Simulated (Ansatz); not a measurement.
# La on W(100): change of the work function

How does La on the hollow site change the work function of W(100) as the layer fills?

Program: Ansatz 0.2.0. Level of theory: plane-wave DFT, PBE, Ansatz PAW. Values are calculated unless marked as measured.

Report form: inputs, costs, results and the conclusion, without the logs.

### Step 1. The starting structure

The cell holds 5 atoms: 5 W. Cell: a = 3.160 Å, b = 3.160 Å, c = 24.320 Å, α = 90.0°, β = 90.0°, γ = 90.0°. Vacuum lies along c.

### Step 2. The clean slab

The bare slab comes first, as the zero from which every change is counted. The two lowest layers are held at bulk places and the upper ones relax. The dipole correction removes the false field that a one-sided slab makes across the periodic vacuum, so each face gets a flat vacuum level of its own.

Contents of input.yaml:

```yaml
crystal:
  lattice:
    - [3.16, 0.0, 0.0]
    - [0.0, 3.16, 0.0]
    - [0.0, 0.0, 24.32]
  atoms:
    - { symbol: W, position: [0.0, 0.0, 0.3700657895] }
    - { symbol: W, position: [0.5, 0.5, 0.4350328947] }
    - { symbol: W, position: [0.0, 0.0, 0.5] }
    - { symbol: W, position: [0.5, 0.5, 0.5649671053] }
    - { symbol: W, position: [0.0, 0.0, 0.6299342105] }
kpoints:
  mp_grid: { grid: [12, 12, 1] }
hamiltonian:
  xc: pbe
scf:
  occupations: { method: fermi_dirac, width: 0.1 }
  convergence: { dr2_threshold: 1.0e-08 }
efield:
  axis: 3
  dipole_correction: true
  ramp_position: 0.97
  ramp_width: 0.06
relax:
  f_tol: 0.02
  max_steps: 60
  constraints: [{ sites: [0, 1] }]
output:
  write_potential: true
  write_density: true
  volumetric_format: npy
```

Launch:

```bash
> ansatz run input.yaml --threads 4 --pin off --max-ram 16384MiB --backend cpu --events-out ev --progress --plain --runs-dir out
```

Run time: 19 s. Hardware: 4 threads of Intel Xeon 6975P-C (Granite Rapids), shared host; peak memory 0.79 GiB.

Step by step:

```csv
step,energy less that of the first step (eV),largest force component (eV/Å)
1,0.0000,1.5923
2,0.2389,2.9711
3,-0.1112,0.2016
4,-0.1130,0.0101
```

Relaxation step 2 was tried and not accepted.

Forces are held to the 8 operations that the program found; a distortion that breaks them can't arise in this run.

The atoms that moved most (Å):

```csv
atom,dx,dy,dz,length
W5,0.000,0.000,-0.086,0.086
W4,0.000,0.000,0.064,0.064
```

The relaxed structure:

```xyz
5
Lattice="3.1600 0.0000 0.0000 0.0000 3.1600 0.0000 0.0000 0.0000 24.3200" Properties=species:S:1:pos:R:3
W     0.0000    0.0000    9.0000
W     1.5800    1.5800   10.5800
W     0.0000    0.0000   12.1592
W     1.5800    1.5800   13.8038
W     0.0000    0.0000   15.2342
```

Numbers from this step:

```yaml
energy_at_zero_smearing: -51918.9390 eV
work_function_upper_face: 4.140 eV
work_function_lower_face: 4.251 eV
dipole_along_the_normal: 0.006111 e·Å
step_between_the_vacuum_levels: -0.1107 eV
```

Running mean over 1.58 Å of the planar mean; the ramp of the sawtooth is left out. Electron's electrostatic potential energy less the Fermi level against z:

```csv
z (Å),electron's electrostatic potential energy less the Fermi level (eV)
3.0,4.25
3.5,4.25
4.0,4.25
4.5,4.25
5.0,4.24
5.5,4.22
6.0,4.16
6.5,3.97
7.0,3.41
7.5,1.68
8.0,-2.58
8.5,-8.00
9.0,-11.3
9.5,-12.2
10.0,-12.4
10.5,-12.5
11.0,-12.6
11.5,-12.7
12.0,-12.6
12.5,-12.2
13.0,-12.0
13.5,-12.4
14.0,-13.4
14.5,-13.9
15.0,-13.0
15.5,-10.2
16.0,-5.21
16.5,-0.0115
17.0,2.77
17.5,3.68
18.0,3.99
18.5,4.09
19.0,4.12
19.5,4.13
20.0,4.14
20.5,4.14
21.0,4.14
```

The relaxation took 4 steps and lowered the energy by 0.11 eV; the largest force on the free atoms ends at 0.010 eV/Å.

The work function of the upper face is 4.14 eV.

### Step 3. The covered slab, k-mesh 4×4×1, coverage 0.111 ML

System of this step: LaW45 (La/W(100)). The cell holds 46 atoms: 45 W and 1 La. Cell: a = 9.480 Å, b = 9.480 Å, c = 27.309 Å, α = 90.0°, β = 90.0°, γ = 90.0°. Vacuum lies along c.

The clean slab as it ended is repeated in the plane and the adsorbate is set on one face; the cell's size fixes the coverage, and the k-mesh shrinks with it to keep the sampling density about even. Adsorbate and upper layers relax, since the dipole depends on the height.

Contents of input.yaml:

```yaml
crystal:
  lattice:
    - [9.48, 0.0, 0.0]
    - [0.0, 9.48, 0.0]
    - [0.0, 0.0, 27.3087014941]
  atoms:
    - { symbol: W, position: [0.0, 0.0, 0.3295652853] }
    - { symbol: W, position: [0.1666666667, 0.1666666667, 0.387422302] }
    - { symbol: W, position: [0.0, 0.0, 0.4452488734] }
    - { symbol: W, position: [0.1666666667, 0.1666666667, 0.5054720724] }
    - { symbol: W, position: [0.0, 0.0, 0.5578517286] }
    - { symbol: W, position: [0.0, 0.3333333333, 0.3295652853] }
    - { symbol: W, position: [0.1666666667, 0.5, 0.387422302] }
    - { symbol: W, position: [0.0, 0.3333333333, 0.4452488734] }
[... 34 atom lines left out ...]
    - { symbol: W, position: [0.6666666667, 0.6666666667, 0.4452488734] }
    - { symbol: W, position: [0.8333333333, 0.8333333333, 0.5054720724] }
    - { symbol: W, position: [0.6666666667, 0.6666666667, 0.5578517286] }
    - { symbol: La, position: [0.1666666667, 0.1666666667, 0.6704347147] }
kpoints:
  mp_grid: { grid: [4, 4, 1] }
hamiltonian:
  xc: pbe
scf:
  occupations: { method: fermi_dirac, width: 0.1 }
  convergence: { dr2_threshold: 1.0e-08 }
efield:
  axis: 3
  dipole_correction: true
  ramp_position: 0.97
  ramp_width: 0.06
relax:
  f_tol: 0.02
  max_steps: 60
  constraints:
    - { sites: [0, 1, 5, 6, 10, 11, 15, 16, 20, 21, 25, 26, 30, 31, 35, 36, 40, 41] }
output:
  write_potential: true
  write_density: true
  volumetric_format: npy
```

Run time: 22 min. Hardware: 4 threads; peak memory 9.6 GiB; 84 min of CPU time.

The steps of the relaxation:

```csv
step,energy less that of the first step (eV),largest force component (eV/Å)
1,0.0000,2.7082
2,-0.6928,2.7073
3,-1.2498,2.3982
4,-1.6819,1.7680
5,-1.9786,1.2244
6,-2.1549,0.4265
7,-2.2309,0.3188
8,-2.2756,0.8389
9,-2.3694,0.2983
10,-2.4091,0.0577
11,-2.4096,0.0527
12,-2.4110,0.0073
```

Forces are held to the 8 operations that the program found; a distortion that breaks them can't arise in this run.

The atoms that moved most (Å):

```csv
atom,dx,dy,dz,length
La46,0.000,0.000,-1.071,1.071
W15,0.221,0.000,0.063,0.230
W35,0.000,0.221,0.063,0.230
W30,-0.221,0.000,0.063,0.230
W40,0.000,-0.221,0.063,0.230
W5,-0.080,-0.080,0.039,0.119
W20,0.080,-0.080,0.039,0.119
W10,-0.080,0.080,0.039,0.119
```

Numbers from this step:

- energy at zero smearing: -473522.5530 eV
- work function, upper face: 3.252 eV
- work function, lower face: 4.232 eV
- dipole along the normal: 0.4869 e·Å
- step between the vacuum levels: -0.9803 eV

Running mean over 1.58 Å of the planar mean; the ramp of the sawtooth is left out. Electron's electrostatic potential energy less the Fermi level against z:

```csv
z (Å),electron's electrostatic potential energy less the Fermi level (eV)
4,4.23
5,4.22
6,4.14
7,3.39
8,-2.58
9,-11.3
10,-12.3
11,-12.6
12,-12.6
13,-12.2
14,-13.1
15,-12.7
16,-6.13
17,0.899
18,2.28
19,3.11
20,3.24
21,3.25
22,3.25
23,3.25
24,3.25
```

The relaxation took 12 steps and lowered the energy by 2.4 eV; the largest force on the free atoms ends at 0.0073 eV/Å.

The covered face has 3.25 eV, -0.89 eV against the clean one; the bare back face has moved by -0.02 eV, a measure of how thin the slab is.

### Step 4. Adsorbate added, k-mesh 6×6×1, coverage 0.25 ML

System of this step: LaW20 (La/W(100)). The cell holds 21 atoms: 20 W and 1 La. Its edges and angles: a = 6.320 Å, b = 6.320 Å, c = 27.309 Å, α = 90.0°, β = 90.0°, γ = 90.0°. Vacuum lies along c.

Another coverage, to see how the dipoles act on each other as their distance changes.

Contents of input.yaml:

```yaml
crystal:
  lattice:
    - [6.32, 0.0, 0.0]
    - [0.0, 6.32, 0.0]
    - [0.0, 0.0, 27.3087014941]
  atoms:
    - { symbol: W, position: [0.0, 0.0, 0.3295652853] }
    - { symbol: W, position: [0.25, 0.25, 0.387422302] }
    - { symbol: W, position: [0.0, 0.0, 0.4452488734] }
    - { symbol: W, position: [0.25, 0.25, 0.5054720724] }
    - { symbol: W, position: [0.0, 0.0, 0.5578517286] }
    - { symbol: W, position: [0.0, 0.5, 0.3295652853] }
    - { symbol: W, position: [0.25, 0.75, 0.387422302] }
    - { symbol: W, position: [0.0, 0.5, 0.4452488734] }
    - { symbol: W, position: [0.25, 0.75, 0.5054720724] }
    - { symbol: W, position: [0.0, 0.5, 0.5578517286] }
    - { symbol: W, position: [0.5, 0.0, 0.3295652853] }
    - { symbol: W, position: [0.75, 0.25, 0.387422302] }
    - { symbol: W, position: [0.5, 0.0, 0.4452488734] }
    - { symbol: W, position: [0.75, 0.25, 0.5054720724] }
    - { symbol: W, position: [0.5, 0.0, 0.5578517286] }
    - { symbol: W, position: [0.5, 0.5, 0.3295652853] }
    - { symbol: W, position: [0.75, 0.75, 0.387422302] }
    - { symbol: W, position: [0.5, 0.5, 0.4452488734] }
    - { symbol: W, position: [0.75, 0.75, 0.5054720724] }
    - { symbol: W, position: [0.5, 0.5, 0.5578517286] }
    - { symbol: La, position: [0.25, 0.25, 0.6704347147] }
kpoints:
  mp_grid: { grid: [6, 6, 1] }
hamiltonian:
  xc: pbe
scf:
  occupations: { method: fermi_dirac, width: 0.1 }
  convergence: { dr2_threshold: 1.0e-08 }
efield:
  axis: 3
  dipole_correction: true
  ramp_position: 0.97
  ramp_width: 0.06
relax:
  f_tol: 0.02
  max_steps: 60
  constraints: [{ sites: [0, 1, 5, 6, 10, 11, 15, 16] }]
output:
  dos: { projected: true, e_range: [-8, 4] }
  write_potential: true
  write_density: true
  volumetric_format: npy
  elf: true
```

Elapsed: 5.3 min, on 4 threads; peak memory 4.7 GiB; 20 min of CPU time.

Relaxation path:

```csv
step,energy less that of the first step (eV),largest force component (eV/Å)
1,0.0000,2.5298
2,-0.6444,2.6037
3,-1.1744,2.4052
4,-1.6288,1.9304
5,-1.9711,1.2565
6,-2.1177,0.3401
7,-2.1328,0.1591
8,-2.1395,0.0988
9,-2.1409,0.0146
```

Forces are held to the 8 operations that the program found; a distortion that breaks them can't arise in this run.

The atoms that moved most (Å):

```csv
atom,dx,dy,dz,length
La21,0.000,0.000,-1.046,1.046
W20,0.055,0.055,0.036,0.085
W15,0.055,-0.055,0.036,0.085
W10,-0.055,0.055,0.036,0.085
W5,-0.055,-0.055,0.036,0.085
W19,0.000,0.000,-0.041,0.041
W4,0.000,0.000,0.031,0.031
W9,0.000,0.000,-0.009,0.009
```

Final coordinates:

```xyz
21
Lattice="6.3200 0.0000 0.0000 0.0000 6.3200 0.0000 0.0000 0.0000 27.3087" Properties=species:S:1:pos:R:3
W     0.0000    0.0000    9.0000
W     1.5800    1.5800   10.5800
W     0.0047    0.0047   12.1629
W     1.5800    1.5800   13.8345
W    -0.0547   -0.0547   15.2697
W     0.0000    3.1600    9.0000
W     1.5800    4.7400   10.5800
W     0.0047    3.1553   12.1629
W     1.5800    4.7400   13.7949
W    -0.0547    3.2147   15.2697
W     3.1600    0.0000    9.0000
W     4.7400    1.5800   10.5800
W     3.1553    0.0047   12.1629
W     4.7400    1.5800   13.7949
W     3.2147   -0.0547   15.2697
W     3.1600    3.1600    9.0000
W     4.7400    4.7400   10.5800
W     3.1553    3.1553   12.1629
W     4.7400    4.7400   13.7631
W     3.2147    3.2147   15.2697
La    1.5800    1.5800   17.2626
```

This step gave:

| Property | Result |
| --- | --- |
| energy at zero smearing | -213927.3758 eV |
| work function, upper face | 2.582 eV |
| work function, lower face | 4.230 eV |
| dipole along the normal | 0.3638 e·Å |
| step between the vacuum levels | -1.648 eV |

The density of states has structure finer than the step of the table below, so its rows give means over 0.25 eV. Peaks (eV: height): -3.940: 42.6, -3.010: 44.8, -2.500: 49.3, -2.380: 37.6, -2.260: 39.3, 1.260: 37.1, 1.650: 38.9.

Table of density of states by energy, zero at the Fermi level; means over each step:

energy (eV), density of states (states/eV a cell) and a bar:
```
    -7.75        1.3 
    -7.50        1.3 
    -7.25        1.4 
    -7.00        1.7 
    -6.75        4.2 ###
    -6.50        2.5 #
    -6.25        4.4 ###
    -6.00        6.2 #####
    -5.75        6.7 #####
    -5.50       10.7 #########
    -5.25       12.4 ###########
    -5.00       15.4 ##############
    -4.75       13.5 ############
    -4.50       13.9 ############
    -4.25       20.1 ##################
    -4.00       32.4 ##############################
    -3.75       14.6 #############
    -3.50       12.7 ###########
    -3.25       11.8 ##########
    -3.00       31.3 #############################
    -2.75       28.9 ###########################
    -2.50       27.5 #########################
    -2.25       30.2 ############################
    -2.00       20.0 ##################
    -1.75       26.2 ########################
    -1.50       22.4 ####################
    -1.25       19.3 #################
    -1.00       15.5 ##############
    -0.75       21.2 ###################
    -0.50       23.7 ######################
    -0.25       25.6 #######################
     0.00       23.7 ######################
     0.25       19.0 #################
     0.50       16.2 ##############
     0.75       19.0 #################
     1.00       22.0 ####################
     1.25       27.8 ##########################
     1.50       23.8 ######################
```

Projected DOS per atom over height of the atomic layer and energy from the Fermi level. Layers: W4 W4 W4 W4 W4 La from below.

Values in states/eV, 22 rows by 6 columns, each cell a mean:
```
1.7 1.2 1.1 1.0 0.7 6.1
1.7 0.8 1.1 0.6 1.1 2.2
1.1 0.5 0.7 0.5 1.0 1.8
1.8 0.4 0.6 0.4 1.1 2.0
2.1 0.5 0.5 0.5 1.6 2.4
1.6 0.6 0.4 0.7 1.6 1.6
1.0 0.7 0.5 0.7 1.1 1.2
1.3 0.9 1.1 0.9 1.4 0.8
1.2 1.0 1.1 0.9 1.2 0.4
1.5 1.3 1.4 1.3 1.4 0.3
1.1 1.8 1.5 1.9 1.1 0.2
0.4 0.8 0.6 0.7 0.5 0.1
0.7 1.3 1.0 1.2 0.7 0.2
1.1 1.1 0.9 1.1 1.1 0.3
0.4 0.7 1.0 0.8 0.5 0.1
0.3 0.8 1.2 0.8 0.3 0.1
0.2 0.5 0.6 0.5 0.2 0.0
0.2 0.4 0.4 0.4 0.2 0.0
0.1 0.2 0.2 0.2 0.1 0.0
0.1 0.2 0.2 0.2 0.1 0.0
0.0 0.1 0.1 0.1 0.0 0.0
0.0 0.1 0.1 0.1 0.0 0.0
```
Columns: height of the atomic layer (Å) from 9 to 17.3 (not evenly spaced); rows upwards: energy from the Fermi level (eV) from -7.96 to 1.75.

ELF in the ca plane at fractional y = 0.250, with atoms of W and La within 0.2 Å of it. It is the smooth field of the valence electrons, not physical close to the nuclei.

Ten even steps from '0' (0.00) to '9' (0.83), each cell a mean:
```
44555322455555323455455421000000000000000000
44553233345553333345444432100000000000000000
45533677634533677534443322100000000000000000
44423734732424735722432221100000000000000000
44423734732424735722432221100000000000000000
45543677634533677534443332100000000000000000
44554233345553333345444432100000000000000000
44555322455555323455455421000000000000000000
44455434555455434555554322111000000000000000
44554212355554212345543467753100000000000000
44543455434543455435533799996210000000000000
34433766733423766733325964797310000000000000
34423723732424723732326830498310000000000000
34433766733423766733425964797310000000000000
44543455435543455435533799995210000000000000
44554212355554212345543357752100000000000000
44455434555455434555554322111000000000000000
```
Columns run along c (16.0 Å, from fractional 0.30 to 0.89 of the cell), rows up along a (6.3 Å). Atoms in or near the plane, at fractional coordinates: W at (0.39, 0.25), W at (0.51, 0.25), W at (0.39, 0.75), W at (0.51, 0.75), La at (0.63, 0.25).

Electrostatic potential energy in the ca plane at fractional y = 0.250, with atoms of W and La within 0.2 Å of it. With pseudopotentials it is smooth inside the atoms' cores, unlike the true potential.

Ten even steps from '0' (-57 eV) to '9' (9 eV), each cell a mean:
```
99999988999999988999999999999999999999999999
99998766789998756799999999999999999999999999
99997311479986311489999999999999999999999999
99985100168984000269999999999999999999999999
99985100168985000269999999999999999999999999
99997311479986311589999999999999999999999999
99998766789998766899999999999999999999999999
99999988999999988999999999999999999999999999
99999999999999999999999998999999999999999999
99999877899999878899999877789999999999999999
99998533689998533689998633468999999999999999
99986200269986200279997323247899999999999999
99985000168985000168986247337899999999999999
99986200269986200379997323247899999999999999
99998533689998533689998633468999999999999999
99999878899999888899999877789999999999999999
99999999999999999999999998999999999999999999
```
Columns run along c (16.0 Å, from fractional 0.30 to 0.89 of the cell; values clipped at the 3rd and 97th percentile), rows up along a (6.3 Å). Atoms in or near the plane, at fractional coordinates: W at (0.39, 0.25), W at (0.51, 0.25), W at (0.39, 0.75), W at (0.51, 0.75), La at (0.63, 0.25).

Valence density in the ca plane at fractional y = 0.250, with atoms of W and La within 0.2 Å of it. It is the smooth field of the valence electrons, not physical close to the nuclei.

Ten even steps from '0' (0.0 e/Å³) to '9' (5.0 e/Å³), each cell a mean:
```
00000000000000000000000000000000000000000000
00000111100000111100000000000000000000000000
00001477310001477300000000000000000000000000
00002899610002899510000000000000000000000000
00002799610002899510000000000000000000000000
00001476310001476300000000000000000000000000
00000111100000111100000000000000000000000000
00000000000000000000000000000000000000000000
00000000000000000000000000000000000000000000
00000000000000000000000001000000000000000000
00000244200001244200000122210000000000000000
00001699510001699510001233320000000000000000
00002899710002899710001232320000000000000000
00001699510001699510001233320000000000000000
00000243200000243100000122210000000000000000
00000000000000000000000001000000000000000000
00000000000000000000000000000000000000000000
```
Columns run along c (16.0 Å, from fractional 0.30 to 0.89 of the cell), rows up along a (6.3 Å). Atoms in or near the plane, at fractional coordinates: W at (0.39, 0.25), W at (0.51, 0.25), W at (0.39, 0.75), W at (0.51, 0.75), La at (0.63, 0.25).

The relaxation took 9 steps and lowered the energy by 2.1 eV; the largest force on the free atoms ends at 0.015 eV/Å.

By hand: a sheet of dipoles makes a step −p/(ε₀A) in the electron's potential. With e/ε₀ = 180.95 V·Å, p = 0.3638 e·Å and A = 39.94 Å², that is −180.95 × (0.3638) / 39.94 = -1.648 eV, and the two vacuum levels of the run differ by -1.648 eV.

The covered face has 2.58 eV, -1.56 eV against the clean one; the bare back face has moved by -0.02 eV, a measure of how thin the slab is.

(Continued in part 2 of 2.)

[Long decimals in the printed logs are rounded to 6 places.]

[Logs are printed without paths, hosts, clocks, repeated set-up lines and the standing remarks that a program may print on its own settings, such as how far it seeks lower states.]

[Hosts, paths, dates, database ids (printed as entryN), source tags and the programs' standing remarks are cut or masked in the printed files.]

[Maps of the electrostatic potential energy from Ansatz leave out the sawtooth potential of an applied field or a dipole correction, so their vacuum need not be flat; planar profiles and work functions include it.]

[The density of states shown here was stored with 400 of the rows of the run's finer table, so its peaks can read low, often by over a quarter, or be missed, and its means over a window can be off by a tenth or more.]
